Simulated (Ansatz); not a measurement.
## Cu2IF (built on the sites of a database entry of CuI): phonons and vibrational spectra

Wanted: phonon frequencies of Cu2IF (built on the sites of a database entry of CuI) and what follows from them.

Calculated with Ansatz 0.2.0; DFT PBEsol, scalar-relativistic, plane waves, PAW.

Report form: the programs' logs are mostly left out.

The structure was built from a prototype and need not be the compound's stable phase.

## (1) Set-up

Symmetry: Amm2, No. 38, orthorhombic system. The conventional cell has a = 3.988 Å, b = 6.913 Å, c = 6.872 Å, α = 90.00°, β = 90.00°, γ = 90.00°. Cu has 2 Cu at 2.27 Å and 2 F at 2.39 Å and 1 I at 2.40 Å nearest. Nearest to Cu lie 2 Cu at 2.27 Å and 2 I at 2.39 Å and 1 F at 2.40 Å. I has 3 Cu at 2.39 to 2.40 Å nearest. F has 3 Cu at 2.39 to 2.40 Å nearest. Farther neighbours and most contacts between anions are not listed.

## (2) Rough relaxation

A rough relaxation comes first, because large forces or stress need no tight tolerances yet.

Contents of input.yaml:

```yaml
crystal:
  lattice:
    - [3.45655, -3.4361, 0.0]
    - [3.45655, 3.4361, 0.0]
    - [0.0, 0.0, 3.98786]
  atoms:
    - { symbol: Cu, position: [0.42043883, 0.57956117, 0.75] }
    - { symbol: Cu, position: [0.57956117, 0.42043883, 0.25] }
    - { symbol: I, position: [0.77004268, 0.22995732, 0.75] }
    - { symbol: F, position: [0.22995732, 0.77004268, 0.25] }
kpoints:
  mp_grid: { grid: [4, 4, 6] }
hamiltonian:
  xc: pbesol
scf:
  occupations: { method: gaussian, width: 0.1 }
output:
  forces: true
  stress: true
  eigenvalues: true
relax:
  adjacent_minimum: "off"
  f_tol: 0.05
  max_steps: 80
  cell: { stress_tol: 0.5 }
```

Launch:

```bash
ansatz run input.yaml --threads 8 --pin off --max-ram 14336MiB --backend cpu --events-out ev --progress --plain --runs-dir out
```

It took 16 s on 8 threads of Arm Neoverse V2, shared host; peak memory 0.54 GiB.

The steps of the relaxation:

```
step  energy less that of the first step (eV)  largest force component (eV/Å)  pressure (GPa)  volume (Å³)
   1                                   0.0000                          2.1964            1.05        94.73
   2                                  -0.4949                          1.1689           -0.47        87.98
   3                                  -0.7788                          0.6183            0.60        82.12
   4                                  -0.9269                          0.3142           -0.55        77.50
   5                                  -1.0266                          0.1790            0.30        72.56
   6                                  -1.0498                          0.0988            1.24        68.97
   7                                  -1.0578                          0.0500           -0.39        71.84
  8*                                  -1.0510                          0.0505           -0.49        71.84
   9                                  -1.0541                          0.0253            0.15        71.39
 10*                                  -1.0532                          0.0255            0.14        71.39
```

Relaxation steps marked * repeat the geometry before them on a plane-wave basis chosen anew for their cell, so energy and pressure can jump there.

Forces are held to the 4 operations that the run works with; a distortion that breaks them can't arise in this run.

```
     cell as run  before   after   change
           a (Å)   4.874   4.154  -14.8 %
           b (Å)   4.874   4.154  -14.8 %
           c (Å)   3.988   4.223   +5.9 %
           γ (°)   89.66  101.55  +13.3 %
volume (Å³/atom)   23.68   17.85  -24.6 %
```

The atoms that moved most (Å, as changes of fractional coordinates times the final cell):

```
atom     dx      dy     dz  length
 Cu1  0.000   0.304  0.000   0.304
  F4  0.000  -0.202  0.000   0.202
  I3  0.000  -0.147  0.000   0.147
 Cu2  0.000   0.045  0.000   0.045
```

The relaxed structure:

```xyz
4
Lattice="2.6267 -3.2177 0.0000 2.6267 3.2177 0.0000 0.0000 0.0000 4.2231" Properties=species:S:1:pos:R:3 pbc="T T T"
Cu    2.6267    0.8162    3.1674
Cu    2.6267   -0.4672    1.0558
I     2.6267   -1.8846    3.1674
F     2.6267    1.5357    1.0558
```

A gap read on the k-mesh alone can miss the band edges.

Numbers from this step:

* pressure: 0.1382 GPa
* volume per atom: 17.85 Å³
* gap on the k-mesh: 0.3762 eV
* direct gap on mesh: 0.6271 eV

In this step the volume went from 23.68 to 17.85 Å³/atom.

## (3) Relaxation

The cell and atoms are relaxed, since residual forces and stress would shift the frequencies.

Contents of input.yaml:

```yaml
crystal:
  lattice:
    - [2.6266648891, -3.2176779177, 0.0]
    - [2.6266648891, 3.2176779177, 0.0]
    - [0.0, 0.0, 4.2231387471]
  atoms:
    - { symbol: Cu, position: [0.3731769511, 0.6268230489, 0.75] }
    - { symbol: Cu, position: [0.5726019637, 0.4273980363, 0.25] }
    - { symbol: I, position: [0.7928544002, 0.2071455998, 0.75] }
    - { symbol: F, position: [0.261366685, 0.738633315, 0.25] }
kpoints:
  mp_grid: { grid: [8, 8, 8] }
hamiltonian:
  xc: pbesol
scf:
  occupations: { method: gaussian, width: 0.02 }
output:
  forces: true
  stress: true
  eigenvalues: true
  write_density: true
  write_potential: true
  elf: true
  volumetric_format: npy
relax:
  adjacent_minimum: "off"
  f_tol: 0.005
  max_steps: 80
  cell: { stress_tol: 0.05 }
```

Elapsed: 44 s, on 8 threads; peak memory 0.62 GiB; 5.6 min of CPU time.

Relaxation path:

```
step  energy less that of the first step (eV)  largest force component (eV/Å)  pressure (GPa)  volume (Å³)
   1                                   0.0000                          0.0271            0.06        71.39
   2                                  -0.0003                          0.0264            0.05        71.33
   3                                  -0.0010                          0.0084           -0.01        71.31
   4                                  -0.0010                          0.0043            0.02        71.34
   5                                  -0.0003                          0.0229           -0.11        71.90
   6                                  -0.0004                          0.0255            0.10        71.88
   7                                  -0.0002                          0.0345            0.04        71.95
   8                                  -0.0004                          0.0052            0.00        71.93
   9                                  -0.0005                          0.0011            0.00        71.87
 10*                                  -0.0013                          0.0006            0.02        71.87
```

Relaxation steps marked * repeat the geometry before them on a plane-wave basis chosen anew for their cell, so energy and pressure can jump there. Relaxation step 7 was tried and not accepted.

Forces are held to the 4 operations that the run works with; a distortion that breaks them can't arise in this run.

```
conventional cell, symmetrised  before  after  change
                         a (Å)   4.223  4.258  +0.8 %
                         b (Å)   5.253  5.183  -1.3 %
                         c (Å)   6.435  6.513  +1.2 %
              volume (Å³/atom)   17.85  17.97  +0.7 %
```

The atoms that moved most (Å, as changes of fractional coordinates times the final cell):

```
atom     dx      dy     dz  length
  I3  0.000   0.037  0.000   0.037
 Cu1  0.000  -0.037  0.000   0.037
  F4  0.000  -0.014  0.000   0.014
 Cu2  0.000   0.014  0.000   0.014
```

The relaxed structure:

```xyz
4
Lattice="2.5915 -3.2565 0.0000 2.5915 3.2565 0.0000 0.0000 0.0000 4.2583" Properties=species:S:1:pos:R:3 pbc="T T T"
Cu    2.5915    0.7894    3.1937
Cu    2.5915   -0.4589    1.0646
I     2.5915   -1.8703    3.1937
F     2.5915    1.5398    1.0646
```

Numbers from this step:

```
pressure           : 0.01564 GPa
gap on the k-mesh  : 0.4974 eV
volume per atom    : 17.97 Å³
direct gap on mesh : 0.7110 eV
```

Valence density in the ab plane of the cell as run, not the conventional one, at fractional z = 0.250, with atoms of Cu and F within 0.2 Å of it. It is the smooth field of the valence electrons, not physical close to the nuclei.

Ten steps, logarithmic in the rise over the least value, from '0' (0 e/Å³) to '9' (52 e/Å³), each cell a mean:
```
00011100000000
00133310000000
01456420000000
02566520000000
01455311110000
01232112432000
00011136873100
00000158984100
00000258862100
00000145531000
00000012110000
00000000000000
00000000000000
00000000000000
```
Columns run along a (4.2 Å), rows up along b (4.2 Å). Atoms in or near the plane, at fractional coordinates: Cu at (0.57, 0.43), F at (0.26, 0.74).

Electrostatic potential energy in the ab plane of the cell as run, not the conventional one, at fractional z = 0.250, with atoms of Cu and F within 0.2 Å of it. With pseudopotentials it is smooth inside the atoms' cores, unlike the true potential.

Values in eV, 14 rows by 14 columns, each cell a mean:
```
 15  15  15  13  11  12  14  14  14  14  14  14  14  15
 15  15   9  -6 -14  -6  12  14  14  14  14  14  14  15
 15  12 -15 -31 -33 -25   5  13  13  13  13  13  14  15
 14   7 -25 -35 -36 -27   5  11  11  11  11  12  14  14
 14   9 -20 -30 -27 -10   8   5   0   0   6  10  13  14
 14  13   0  -9  -3   6   0 -14 -24 -22  -7   6  12  14
 14  14  14  13  11   4 -21 -38 -42 -40 -21   0  11  13
 14  14  14  13   9  -3 -33 -42 -42 -42 -23   0  11  13
 14  14  14  12   8  -6 -33 -41 -42 -37 -12   5  12  13
 14  14  14  12   9   0 -22 -33 -32 -20   1   9  12  13
 14  14  14  13  11   8   0  -5  -2   4  10  12  13  14
 14  14  14  14  13  11   9   8   9  11  12  13  14  14
 14  14  15  14  14  14  13  13  13  13  13  14  14  14
 15  15  15  15  14  14  14  14  14  14  14  14  14  14
```
Columns run along a (4.2 Å; values clipped at the 3rd and 97th percentile), rows up along b (4.2 Å). Atoms in or near the plane, at fractional coordinates: Cu at (0.57, 0.43), F at (0.26, 0.74).

ELF in the ab plane of the cell as run, not the conventional one, at fractional z = 0.250, with atoms of Cu and F within 0.2 Å of it. It is the smooth field of the valence electrons, not physical close to the nuclei.

Values, 14 rows by 14 columns, each cell a mean:
```
0.04 0.17 0.45 0.62 0.70 0.66 0.43 0.18 0.04 0.03 0.02 0.02 0.01 0.01
0.14 0.42 0.71 0.80 0.82 0.81 0.65 0.34 0.08 0.03 0.02 0.02 0.01 0.02
0.32 0.66 0.80 0.73 0.69 0.79 0.72 0.38 0.09 0.06 0.06 0.05 0.03 0.04
0.41 0.74 0.79 0.61 0.57 0.75 0.65 0.27 0.09 0.10 0.11 0.09 0.04 0.06
0.39 0.74 0.81 0.74 0.74 0.73 0.34 0.12 0.13 0.17 0.17 0.13 0.06 0.05
0.27 0.62 0.78 0.78 0.70 0.43 0.13 0.15 0.24 0.24 0.20 0.15 0.07 0.05
0.10 0.29 0.48 0.47 0.26 0.12 0.19 0.41 0.61 0.46 0.24 0.17 0.09 0.05
0.04 0.09 0.17 0.16 0.10 0.13 0.32 0.68 0.86 0.60 0.24 0.17 0.11 0.06
0.03 0.03 0.05 0.07 0.12 0.18 0.33 0.60 0.66 0.40 0.19 0.16 0.13 0.07
0.03 0.02 0.04 0.08 0.14 0.18 0.25 0.33 0.32 0.22 0.17 0.17 0.14 0.08
0.02 0.02 0.03 0.07 0.12 0.15 0.17 0.18 0.17 0.16 0.17 0.17 0.11 0.06
0.02 0.01 0.02 0.04 0.07 0.09 0.11 0.13 0.14 0.15 0.16 0.13 0.07 0.04
0.01 0.01 0.02 0.04 0.05 0.05 0.05 0.06 0.08 0.09 0.09 0.07 0.04 0.02
0.01 0.03 0.10 0.18 0.22 0.18 0.09 0.05 0.04 0.04 0.04 0.03 0.02 0.01
```
Columns run along a (4.2 Å), rows up along b (4.2 Å). Atoms in or near the plane, at fractional coordinates: Cu at (0.57, 0.43), F at (0.26, 0.74).

In this step the volume went from 17.85 to 17.97 Å³/atom.

## (4) Tight relaxation

Phonons need a cell at rest on their own settings, so the relaxation is repeated with tight tolerances on forces and stress on the k mesh and occupations of the first response run.

Contents of input.yaml:

```yaml
crystal:
  lattice:
    - [2.5914732123, -3.256480752, 0.0]
    - [2.5914732123, 3.256480752, 0.0]
    - [0.0, 0.0, 4.2582904868]
  atoms:
    - { symbol: Cu, position: [0.3788008523, 0.6211991477, 0.75] }
    - { symbol: Cu, position: [0.570465259, 0.429534741, 0.25] }
    - { symbol: I, position: [0.7871620234, 0.2128379766, 0.75] }
    - { symbol: F, position: [0.2635718653, 0.7364281347, 0.25] }
kpoints:
  mp_grid: { grid: [8, 8, 8] }
hamiltonian:
  xc: pbesol
scf:
  occupations: { method: fixed }
output:
  forces: true
  stress: true
  eigenvalues: true
relax:
  adjacent_minimum: "off"
  f_tol: 0.001
  max_steps: 60
  cell: { stress_tol: 0.01 }
```

Elapsed: 51 s, on 8 threads; peak memory 0.61 GiB; 6.5 min of CPU time.

Relaxation path:

```
step  energy less that of the first step (eV)  largest force component (eV/Å)  pressure (GPa)  volume (Å³)
   1                                   0.0000                          0.0006            0.02        71.87
   2                                   0.0000                          0.0012            0.00        71.91
   3                                   0.0002                          0.0033           -0.01        72.03
   4                                   0.0002                          0.0036            0.00        72.07
   5                                   0.0003                          0.0022           -0.01        72.12
   6                                   0.0003                          0.0040            0.01        72.11
   7                                   0.0003                          0.0008            0.00        72.11
  8*                                  -0.0001                          0.0008            0.00        72.11
   9                                   0.0000                          0.0024            0.00        72.16
  10                                   0.0000                          0.0010            0.00        72.21
  11                                   0.0001                          0.0002            0.00        72.21
 12*                                  -0.0001                          0.0003            0.00        72.21
```

Relaxation steps marked * repeat the geometry before them on a plane-wave basis chosen anew for their cell, so energy and pressure can jump there. Relaxation step 6 was tried and not accepted.

Forces are held to the 4 operations that the run works with; a distortion that breaks them can't arise in this run.

```
conventional cell, symmetrised  before  after  change
                         a (Å)   4.258  4.267  +0.2 %
                         b (Å)   5.183  5.157  -0.5 %
                         c (Å)   6.513  6.564  +0.8 %
              volume (Å³/atom)   17.97  18.05  +0.5 %
```

The atoms that moved most (Å, as changes of fractional coordinates times the final cell):

```
atom     dx      dy     dz  length
  I3  0.000   0.019  0.000   0.019
  F4  0.000  -0.013  0.000   0.013
 Cu1  0.000  -0.011  0.000   0.011
 Cu2  0.000   0.005  0.000   0.005
```

The relaxed structure:

```cif
data_structure
_symmetry_space_group_name_H-M 'P 1'
_symmetry_Int_Tables_number 1
_cell_length_a 4.1736
_cell_length_b 4.1736
_cell_length_c 4.2670
_cell_angle_alpha 90.000
_cell_angle_beta 90.000
_cell_angle_gamma 103.693
_cell_volume 72.21
loop_
_atom_site_label
_atom_site_type_symbol
_atom_site_fract_x
_atom_site_fract_y
_atom_site_fract_z
_atom_site_occupancy
Cu1 Cu 0.38042 0.61958 0.75000 1
Cu2 Cu 0.56970 0.43030 0.25000 1
I3 I 0.78433 0.21567 0.75000 1
F4 F 0.26555 0.73445 0.25000 1
```

This step gave:

| Property | Result |
| --- | --- |
| pressure | 1.34e-4 GPa |
| gap on the k-mesh | 0.5162 eV |
| volume per atom | 18.05 Å³ |
| direct gap on mesh | 0.7315 eV |

The largest force component left is 0.28 meV/Å and the pressure is 0.000 GPa, within the tolerances set. The cell now holds 18.05 Å³/atom.

## (5) Linear response at the zone centre

The zone centre is the only wavevector solved here; it holds the modes that light can see, as far as symmetry allows. The response to a homogeneous field gives the Born charges and the dielectric tensor.

Contents of input.yaml:

```yaml
crystal:
  lattice:
    - [2.5783098315, -3.2819250797, 0.0]
    - [2.5783098315, 3.2819250797, 0.0]
    - [0.0, 0.0, 4.2670390829]
  atoms:
    - { symbol: Cu, position: [0.3804198733, 0.6195801267, 0.75] }
    - { symbol: Cu, position: [0.5697015661, 0.4302984339, 0.25] }
    - { symbol: I, position: [0.7843298034, 0.2156701966, 0.75] }
    - { symbol: F, position: [0.2655487573, 0.7344512427, 0.25] }
kpoints:
  mp_grid: { grid: [8, 8, 8] }
hamiltonian:
  xc: pbesol
scf:
  occupations: { method: fixed }
output:
  eigenvalues: true
phonons:
  method: dfpt
  dielectric: true
  rigid_motions: translations
```

It took 3.4 min on 8 threads; peak memory 3.1 GiB.

Numbers from this step:

```
sum-rule residual before enforcement                    : 9.31e-5 eV/Å²
miss of the charge sum rule                             : 0.001796 e
estimated error of the dielectric tensor                : 0.02915
estimated error of the Born charges                     : 0.02175 e
point group                                             : mm2
highest optical mode at the zone centre (no LO-TO term) : 306.1 cm⁻¹
lowest optical zone-centre mode                         : 31.08 cm⁻¹
mean high-frequency dielectric constant                 : 6.836
largest Born charge (third of the trace)                : -1.526 e
mean static dielectric constant                         : 61.86
top of the zone-centre spectrum with the field          : 326.5 cm⁻¹
```

[end of part 1 of 2]

[Logs are printed without paths, hosts, clocks, repeated set-up lines and the standing remarks that a program may print on its own settings, such as how far it seeks lower states.]

[Hosts, paths, dates, database ids (printed as entryN), source tags and the programs' standing remarks are cut or masked in the printed files.]
